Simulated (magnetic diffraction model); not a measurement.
# Tb₂Al₂V₇Ir₃: what an assumed order does to the neutron pattern

Space group Cmcm (no. 63), a = 12.5640 Å, b = 7.4700 Å, c = 9.3540 Å.

```
site  atom       x       y       z
  4a    Ir       0       0     1/2
  8e    Ir  0.6744       0     1/2
  8g    Tb  0.1666  0.1630     3/4
  8f     V     1/2  0.8277  0.9471
 16h     V  0.6685  0.6709  0.0690
  4c     V     1/2  0.3654     3/4
  8g    Al  0.3968  0.0561     3/4
```

This is a made-up structure (elements placed in a structure type, unrelaxed), so the numbers test the method and describe no known phase.

Only Tb is taken to order (form factors of Tb3+); orders and moment sizes are assumed, and not adapted to the symmetry. Radiation: neutrons of λ = 1.594 Å (absorption by Ir left out), 5° to 40°; isotropic B of 0.35 Å² (Ir), 0.39 Å² (Tb), 0.47 Å² (V) and 0.61 Å² (Al). Simulated constant-wavelength pattern: nuclear and magnetic terms add, the magnetic one as |2.695 fm × Σ f S⊥ exp(2πi Q·r) exp(−B s²)|², summed over all Q at one angle with the factor 1/(sin²θ cos θ). For collinear order S is the moment m, which repeats by lattice and centring translations R with the sign exp(−2πi k·R). Free-ion form factors, Sears's scattering lengths of 1992, no absorption; a label names one of the reflections at its angle. The strongest nuclear line in the range is 100, and lines under 0.2 are left out.

Assume the order k = (0 0 0), collinear moments along [110], 8.1 μB on Tb; signs + at (0.1666, 0.1630, 3/4), + at (0.8334, 0.8370, 1/4), − at (0.8334, 0.1630, 3/4), + at (0.1666, 0.8370, 1/4).

Predict the pattern, nuclear and magnetic parts apart.

```tsv
2θ (°)	index	nuclear	magnetic
9.78	(0 0 1)	0.0	83.5
14.26	(1 1 0)	0.1	69.5
14.58	(2 0 0)	4.7	9.5
17.32	(1 1 1)	5.2	54.0
17.58	(2 0 1)	0.0	24.0
19.62	(0 0 2)	3.6	19.2
24.34	(1 1 2)	0.8	45.9
24.53	(2 0 2)	1.0	17.1
24.64	(0 2 0)	28.9	8.5
25.20	(3 1 0)	40.9	8.2
26.57	(0 2 1)	17.5	15.0
27.09	(3 1 1)	14.5	16.9
28.75	(2 2 0)	0.4	14.2
29.40	(4 0 0)	2.0	2.0
29.62	(0 0 3)	0.0	7.5
30.43	(2 2 1)	2.0	11.5
31.05	(4 0 1)	0.0	4.5
31.70	(0 2 2)	41.8	10.6
32.14	(3 1 2)	100.0	14.9
33.02	(1 1 3)	1.4	19.9
33.16	(2 0 3)	0.0	9.7
35.05	(2 2 2)	2.5	18.1
35.59	(4 0 2)	8.5	4.6
38.09	(1 3 0)	2.0	5.5
38.72	(4 2 0)	0.2	1.2
38.90	(0 2 3)	6.3	6.7
39.10	(5 1 0)	0.8	0.8
39.27	(3 1 3)	4.4	10.8
39.42	(1 3 1)	0.8	11.0
39.85	(0 0 4)	32.7	3.5
```

The strongest magnetic line in the range is (0 0 1) at 9.78° (83.5). On top of the Lorentz factor, which all lines share, magnetic lines fade with angle because f falls: for Tb3+ it is 0.95, 0.82, 0.66 and 0.36 at sin θ/λ = 0.1, 0.2, 0.3 and 0.5 Å⁻¹, while nuclear lengths stay constant. The net moment is 16.20 μB a primitive cell.

[Logs are printed without paths, hosts, clocks, repeated set-up lines and the standing remarks that a program may print on its own settings, such as how far it seeks lower states.]
